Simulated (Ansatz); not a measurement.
# Lattice dynamics of Th3Ge2 (P4/mbm), part 2 of 2

Aim: the vibrations of Th3Ge2 (P4/mbm), their spectra, and whether the structure is stable.

Ansatz 0.2.0; DFT PBEsol, scalar-relativistic, plane waves, PAW.

So far. Step 4 (Tight relaxation): The largest force component left is 0.28 meV/Å. The volume is held at 26.51 Å³/atom, so a pressure of -3.27 GPa remains at this level. Step 5 (Zone-centre response): Before it was imposed, the acoustic sum rule was missed by 1.9e-5 eV/Å². Small misses are needed for a sound result but don't prove that mesh and cutoff are converged. The lowest optical mode is real, 64.0 cm⁻¹.

## (6) Phonons on a q mesh

Stability and thermal properties need the whole zone. Linear response on a 2×2×4 q mesh gives force constants as far as a supercell of that size would.

input.yaml reads:

```yaml
crystal:
  lattice:
    - [7.9860957367, 0.0, 0.0]
    - [0.0, 7.9860957367, 0.0]
    - [0.0, 0.0, 4.1572190497]
  atoms:
    - { symbol: Th, position: [0.0, 0.0, 0.0] }
    - { symbol: Th, position: [0.5, 0.5, 0.0] }
    - { symbol: Th, position: [0.1776028266, 0.6776028266, 0.5] }
    - { symbol: Th, position: [0.3223971734, 0.1776028266, 0.5] }
    - { symbol: Th, position: [0.8223971734, 0.3223971734, 0.5] }
    - { symbol: Th, position: [0.6776028266, 0.8223971734, 0.5] }
    - { symbol: Ge, position: [0.379443491, 0.879443491, 0.0] }
    - { symbol: Ge, position: [0.120556509, 0.379443491, 0.0] }
    - { symbol: Ge, position: [0.620556509, 0.120556509, 0.0] }
    - { symbol: Ge, position: [0.879443491, 0.620556509, 0.0] }
kpoints:
  mp_grid: { grid: [6, 6, 8] }
hamiltonian:
  xc: pbesol
scf:
  occupations: { method: methfessel_paxton, width: 0.2 }
output:
  eigenvalues: true
phonons:
  method: dfpt
  qmesh: [2, 2, 4]
  temperatures: { t_max: 400, t_step: 50 }
  qpath:
    path:
      - [[0.0, 0.0, 0.0], [0.0, 0.5, 0.0], [0.5, 0.5, 0.0], [0.0, 0.0, 0.0], [0.0, 0.0, 0.5], [0.0, 0.5, 0.5], [0.5, 0.5, 0.5], [0.0, 0.0, 0.5]]
      - [[0.0, 0.5, 0.0], [0.0, 0.5, 0.5]]
      - [[0.5, 0.5, 0.0], [0.5, 0.5, 0.5]]
    npoints: 10
```

Run with:

```
$ ansatz run input.yaml --threads 16 --pin off --max-ram 61440MiB --backend cuda --events-out ev --progress --plain --runs-dir out
```

Numbers of over 12 decimals in the logs are rounded to 6 here.

Log:

```text
Warning: phonons: the dynamical matrix that this run interpolates holds no multipole term above the dipole-dipole one, and a site of this crystal is no centre of inversion, so its interpolated transverse optical and acoustic branches and sound speeds can stay off near Gamma, and the density of states and the thermodynamics with them. What a run solves at a wave vector of phonons.qpoints, Gamma apart, where the deck admits one, is free of this, and under fd what a larger phonons.supercell samples
[...]
Crystal: 10 atoms, lattice volume = 265.138 Å³
Basis set: ecut = 420 eV, 5157 PW (Γ), exchange–correlation on 108×108×60 points (8 copies of the dense FFT grid, shifted against one another)
Bands: 77, of which v1, the nominal top of the filled ones, is band 64 counted from 1 (63 counted from 0)
Symmetry: 16 space group operations
k-points: 50 of 288
[...]
SCF iter   1: F=—  HF=-95357.834253 eV  |F-HF|=—  |Δ(HF+E_count)|=         —  Δρ=3.85e-3  dr2=3.80e-2  ethr=1.77e-3  ⟨swp⟩=5.0  Hψ=14275  notcnv=0
[...]
SCF iter   2: F=—  HF=-95357.826854 eV  |F-HF|=—  |Δ(HF+E_count)|=   7.40e-3  S|Δr|=    0.00e0  Δρ=2.29e-3  dr2=1.19e-2  ethr=2.96e-5  ⟨swp⟩=2.9  Hψ=7967  notcnv=0
[...]
SCF iter  10: F=-95357.825705 eV  HF=-95357.825705 eV  |F-HF|=1.46e-11  |Δ(HF+E_count)|=  1.46e-11  S|Δr|=    0.00e0  Δρ=2.68e-8  dr2=2.90e-12  ethr=1.00e-12  ⟨swp⟩=12.0  Hψ=30200  notcnv=0
SCF 1 converged in 10 iterations: F = -95357.825705 eV  dr2 = 2.90e-12
[...]
SCF iter   1: F=—  HF=-95357.825641 eV  |F-HF|=—  |Δ(HF+E_count)|=         —  Δρ=8.46e-7  dr2=2.27e-9  ethr=1.35e-7  ⟨swp⟩=6.7  Hψ=27564  notcnv=0
eigensolver tolerance schedule: the retry pair's looser diagonalisation over-reported the residual by 76071.63 of it (diagonalisation noise at an unbounded share of the residual, at the tolerance the schedule requests for it); recorded, not acted on — ethr = c·dr2/N_el stays at c = 1.0e-1
[...]
SCF iter   2: F=—  HF=-95357.825705 eV  |F-HF|=—  |Δ(HF+E_count)|=   6.39e-5  S|Δr|=    0.00e0  Δρ=5.39e-7  dr2=5.12e-10  ethr=1.77e-12  ⟨swp⟩=4.2  Hψ=12549  notcnv=0
[...]
SCF 2 converged in 8 iterations: F = -95357.825705 eV  dr2 = 4.80e-12
[...]
SCF converged after 10 iterations
[...]
ASR residual: 1.857e-5 → 0.000e0 eV/Å²; symmetrization residual: 3.472e-10 eV/Å²
[...]
--- Phonons (arbitrary-q DFPT): 9 irreducible q on the 2×2×4 mesh ---
  q = [0.0000, 0.0000, 0.0000] (star 1, of the zone-centre solve; hermiticity 9.76e-11, symmetrization 1.28e-12): -0.00 -0.00 -0.00 64.01 67.86 73.34 77.29 77.29 77.64 81.52 81.74 81.74 89.54 89.54 96.00 99.80 101.43 101.43 139.67 147.39 147.39 149.17 149.17 150.01 151.53 152.65 152.65 153.62 173.04 173.94
  q = [0.0000, 0.0000, 0.2500] (star 2, 6 solved perturbations in 736 linear systems a pass and spin channel, the states on 80 of 288 k-point pairs; hermiticity 1.16e-10, symmetrization 2.43e-12): 45.79 45.79 52.13 53.70 69.00 69.00 78.66 78.80 80.38 83.67 85.11 85.11 87.35 88.80 88.80 90.07 100.26 100.26 146.90 147.77 148.69 148.69 149.23 149.23 152.53 152.53 154.72 155.33 172.16 173.55
[...]
sum rule: each row above includes the acoustic sum rule's correction from the zone centre's row sums; it moved no ω² by more than (0.25 cm⁻¹)²
  mesh force constants: q→R imaginary residual 2.91e-18; ASR residual 1.857e-5 → 0.000e0 eV/Å²; symmetrization residual 8.882e-15 eV/Å²
  interpolated dispersion: 93 rows × 30 modes
  density of states and harmonic sums: on the 8×8×16 q-mesh, interpolated from the force constants of a 2×2×4 supercell (no non-analytic term)
  largest difference from the sums on the solved wave vectors: F 1.80e-2 eV, S 6.09e-5 and C_V 1.59e-5 eV/K
  zero-point energy: 0.200027 eV/cell   skipped modes (ω ≤ 0): 3   left out of the sums: 9.77e-5 of the cell's modes: C_V's classical limit lies that fraction below 3 k_B per atom; for a crystal, a wire or a layer, F and S can be off by more, and a phonons.interpolated_qmesh denser along its periods is the remedy for the sampling
```

It took 42 s on 1 × NVIDIA GB200 with 16 threads of Arm Neoverse V2, shared host; peak memory 8.8 GiB.

This step gave:

```
sum-rule residual before enforcement                       : 1.86e-5 eV/Å²
lowest frequency on the path                               : 0 cm⁻¹
highest frequency on the path or at a solved wavevector    : 174.3 cm⁻¹
mean frequency                                             : 107.6 cm⁻¹
Debye temperature (second moment)                          : 214 K
logarithmic mean frequency                                 : 99.2 cm⁻¹
lowest mode on the q mesh (acoustic modes at Γ apart)      : 36.22 cm⁻¹
zero-point energy per atom                                 : 20 meV
heat capacity at 300 K                                     : 24.32 J/(mol atoms K)
vibrational entropy at 300 K                               : 43.80 J/(mol atoms K)
edges of the widest gap between branches, on path and mesh : 105.9, 139.5 cm⁻¹
```

Frequencies (cm⁻¹) solved at each irreducible wavevector; negative means imaginary. Frequencies by wavevector, by row:

```csv
q in reciprocal lattice units,star,mode 1,mode 2,mode 3,mode 4,mode 28,mode 29,mode 30
0 0 0,1,0,0,0,64,153.6,173,173.9
0 0 0.25,2,45.8,45.8,52.1,53.7,155.3,172.2,173.6
0 0 -0.5,1,36.2,55.5,68,68,157,169.3,171.1
0 -0.5 0,2,38.3,38.3,46.8,46.8,153.6,173.1,173.1
0 -0.5 0.25,4,40.8,40.8,58.2,58.2,155.3,172.3,172.3
0 -0.5 -0.5,2,44.5,44.5,72.6,72.6,154.9,170.2,170.2
-0.5 -0.5 0,1,55.2,55.2,58.6,58.6,153.3,172.9,172.9
-0.5 -0.5 0.25,2,44.7,44.7,61.7,61.7,155.2,171.8,171.8
-0.5 -0.5 -0.5,1,36.5,36.5,78.1,78.1,155.3,171.2,171.2
```

Interpolated from a 2×2×4 q mesh. Phonon branches along the path, in cm⁻¹:

```
    point  branch 1  branch 2  branch 3  branch 4  branch 27  branch 28  branch 29  branch 30
        Γ         0         0         0        64        153        154        173        174
  halfway        19        24        37        57        153        154        173        174
        X        38        38        47        47        154        154        173        173
  halfway        46        46        52        52        154        154        173        173
        M        55        55        59        59        153        153        173        173
  halfway        31        34        49        58        154        154        173        173
        Γ         0         0         0        64        153        154        173        174
  halfway        46        46        52        54        155        155        172        174
        Z        36        56        68        68        157        157        169        171
  halfway        38        52        70        72        156        156        169        171
        R        44        44        73        73        155        155        170        170
  halfway        40        40        76        76        155        155        171        171
        A        36        36        78        78        155        155        171        171
  halfway        38        47        73        74        156        156        170        171
        Z        36        56        68        68        157        157        169        171
jump to X        38        38        47        47        154        154        173        173
  halfway        41        41        58        58        155        155        172        172
        R        44        44        73        73        155        155        170        170
jump to M        55        55        59        59        153        153        173        173
  halfway        45        45        62        62        155        155        172        172
        A        36        36        78        78        155        155        171        171
```

Tetrahedra on a 8×8×16 mesh, mean over bins of 2 cm-1. Interpolated from a 2×2×4 q mesh. Table of phonon density of states by wavenumber; read off at these points:

wavenumber (cm⁻¹), phonon density of states (1/cm⁻¹/cell) and a bar:
```
      1.0      0.000 
      7.0      0.001 
     13.0      0.004 
     19.0      0.008 
     25.0      0.016 
     31.0      0.027 #
     37.0      0.067 ##
     43.0      0.155 #####
     49.0      0.085 ###
     55.0      0.076 ##
     61.0      0.099 ###
     67.0      0.214 ######
     73.0      0.324 ##########
     79.0      0.419 #############
     81.0      0.529 ################
     85.0      0.543 ################
     89.0      0.713 #####################
     91.0      0.399 ############
     97.0      0.353 ###########
    103.0      0.014 
    109.0      0.000 
    115.0      0.000 
    121.0      0.000 
    127.0      0.000 
    133.0      0.000 
    139.0      0.007 
    145.0      0.513 ###############
    147.0      0.823 #########################
    151.0      0.946 ############################
    153.0      0.996 ##############################
    157.0      0.060 ##
    163.0      0.000 
    169.0      0.034 #
    173.0      0.537 ################
    175.0      0.011
```

The partial phonon density of states has structure finer than the step of the table below, so its rows give means over 5 cm⁻¹, whole bins alone (the curve runs from -10 to 190 cm⁻¹). Peaks (cm⁻¹: height): Ge 151.9: 0.764, 172.0: 0.323; Th 87.9: 0.578, 151.9: 0.111.

Phonopy on the run's constants, 7x7x13 mesh, Gaussian sigma 2.0 cm-1. Interpolated from a 2×2×4 q mesh. The partial phonon density of states by wavenumber; means over each step; values in 1/cm⁻¹/cell:

| wavenumber (cm⁻¹) | Ge | Th |
| --- | --- | --- |
| -5 | 2.0e-5 | 9.1e-5 |
| 0 | 1.2e-4 | 6.0e-4 |
| 5 | 3.5e-5 | 1.7e-4 |
| 10 | 4.0e-4 | 0.00194 |
| 15 | 0.00118 | 0.00586 |
| 20 | 0.00147 | 0.00745 |
| 25 | 0.00305 | 0.0165 |
| 30 | 0.00353 | 0.0196 |
| 35 | 0.00569 | 0.0504 |
| 40 | 0.00802 | 0.118 |
| 45 | 0.00898 | 0.115 |
| 50 | 0.00788 | 0.0838 |
| 55 | 0.00860 | 0.0793 |
| 60 | 0.0107 | 0.0953 |
| 65 | 0.0204 | 0.161 |
| 70 | 0.0342 | 0.277 |
| 75 | 0.0367 | 0.331 |
| 80 | 0.0355 | 0.414 |
| 85 | 0.0290 | 0.504 |
| 90 | 0.0219 | 0.503 |
| 95 | 0.0154 | 0.350 |
| 100 | 0.00570 | 0.185 |
| 105 | 5.4e-4 | 0.0232 |
| 110 | 6.4e-6 | 4.4e-4 |
| 115 | 0 | 0 |
| 120 | 0 | 0 |
| 125 | 0 | 0 |
| 130 | 2.1e-6 | 0 |
| 135 | 0.00213 | 7.4e-5 |
| 140 | 0.0646 | 0.00404 |
| 145 | 0.407 | 0.0433 |
| 150 | 0.690 | 0.0976 |
| 155 | 0.548 | 0.0753 |
| 160 | 0.0597 | 0.00744 |
| 165 | 0.0110 | 9.3e-4 |
| 170 | 0.201 | 0.0169 |
| 175 | 0.154 | 0.0132 |
| 180 | 0.00394 | 3.1e-4 |
| 185 | 8.0e-7 | 0 |

Harmonic thermodynamic functions per atom, from the density of states. Interpolated from a 2×2×4 q mesh. Thermodynamic functions, by row:

```
T (K)  F_vib (meV/atom)  S (J/mol-atom/K)  C_V (J/mol-atom/K)
    0                20                 0                   0
   50             18.83             7.105               12.49
  100             12.04             18.67               20.21
  200            -16.01             34.06               23.59
  300            -56.67              43.8               24.32
  400            -105.9             50.84               24.59
```

Harmonic mean-square displacement, third of the trace. Interpolated from a 2×2×4 q mesh. Mean square displacements, by row:

```
T (K)  Th1 U_eq (Å²)  Th2 U_eq (Å²)  Th3 U_eq (Å²)  Th4 U_eq (Å²)  Th5 U_eq (Å²)  Th6 U_eq (Å²)  Ge7 U_eq (Å²)  Ge8 U_eq (Å²)  Ge9 U_eq (Å²)  Ge10 U_eq (Å²)
    0        0.00106        0.00106        9.50e-4        9.50e-4        9.50e-4        9.50e-4        0.00174        0.00174        0.00174         0.00174
  100        0.00272        0.00272        0.00219        0.00219        0.00219        0.00219        0.00277        0.00277        0.00277         0.00277
  300        0.00769        0.00769        0.00611        0.00611        0.00611        0.00611        0.00693        0.00693        0.00693         0.00693
  600         0.0153         0.0153        0.01212        0.01212        0.01212        0.01212        0.01359        0.01359        0.01359         0.01359
```

Symmetry leaves 9 wavevectors to solve. The lowest mode among them, the acoustic zeros apart, lies at q = (0, 0, -0.5) and is real, 36.2 cm⁻¹.

## (7) Summary of results

```json
{"space group after relaxation (within 0.01 Å)": "P4/mbm", "volume per atom": "26.5 Å³", "electronic character": "no gap on this mesh", "highest optical mode at the zone centre (no LO-TO term)": "174 cm⁻¹", "lowest optical zone-centre mode": "64.0 cm⁻¹", "lowest mode on the q mesh (acoustic modes at Γ apart)": "36.2 cm⁻¹", "highest frequency on the path or at a solved wavevector": "174 cm⁻¹", "zero-point energy per atom": "20 meV", "heat capacity at 300 K": "24.3 J/(mol atoms K)", "vibrational entropy at 300 K": "43.8 J/(mol atoms K)", "Debye temperature (second moment)": "214 K", "imaginary modes on the 2×2×4 q mesh": "none"}
```

**Reading.** The structure is a minimum as far as tested: no mode is imaginary at the 9 irreducible wavevectors of the 2×2×4 mesh, and the softest away from the acoustic zeros lies at 36 cm⁻¹. The optical modes at Γ span 64 to 174 cm⁻¹. The highest mode in this list at Γ, 173.9 cm⁻¹, is mostly motion of Ge (100 % of the kinetic energy). On the path and the mesh, the widest gap between branches runs from 106 to 140 cm⁻¹. The volume was held at that of the database entry and not relaxed, so the modes belong to a cell under -3.27 GPa at this level. With no gap, or one that is small against the smearing, the frequencies hang on the k mesh and the smearing, most of all near Kohn anomalies. Spin-orbit coupling is left out, which can matter for the heavy elements here. A phonon run warned that its eigensolver left some bands unconverged in a pass. These are harmonic frequencies at zero temperature: anharmonic shifts, linewidths and thermal expansion are left out.

[Logs are printed without paths, hosts, clocks, repeated set-up lines and the standing remarks that a program may print on its own settings, such as how far it seeks lower states.]

[Hosts, paths, dates, database ids (printed as entryN), source tags and the programs' standing remarks are cut or masked in the printed files.]
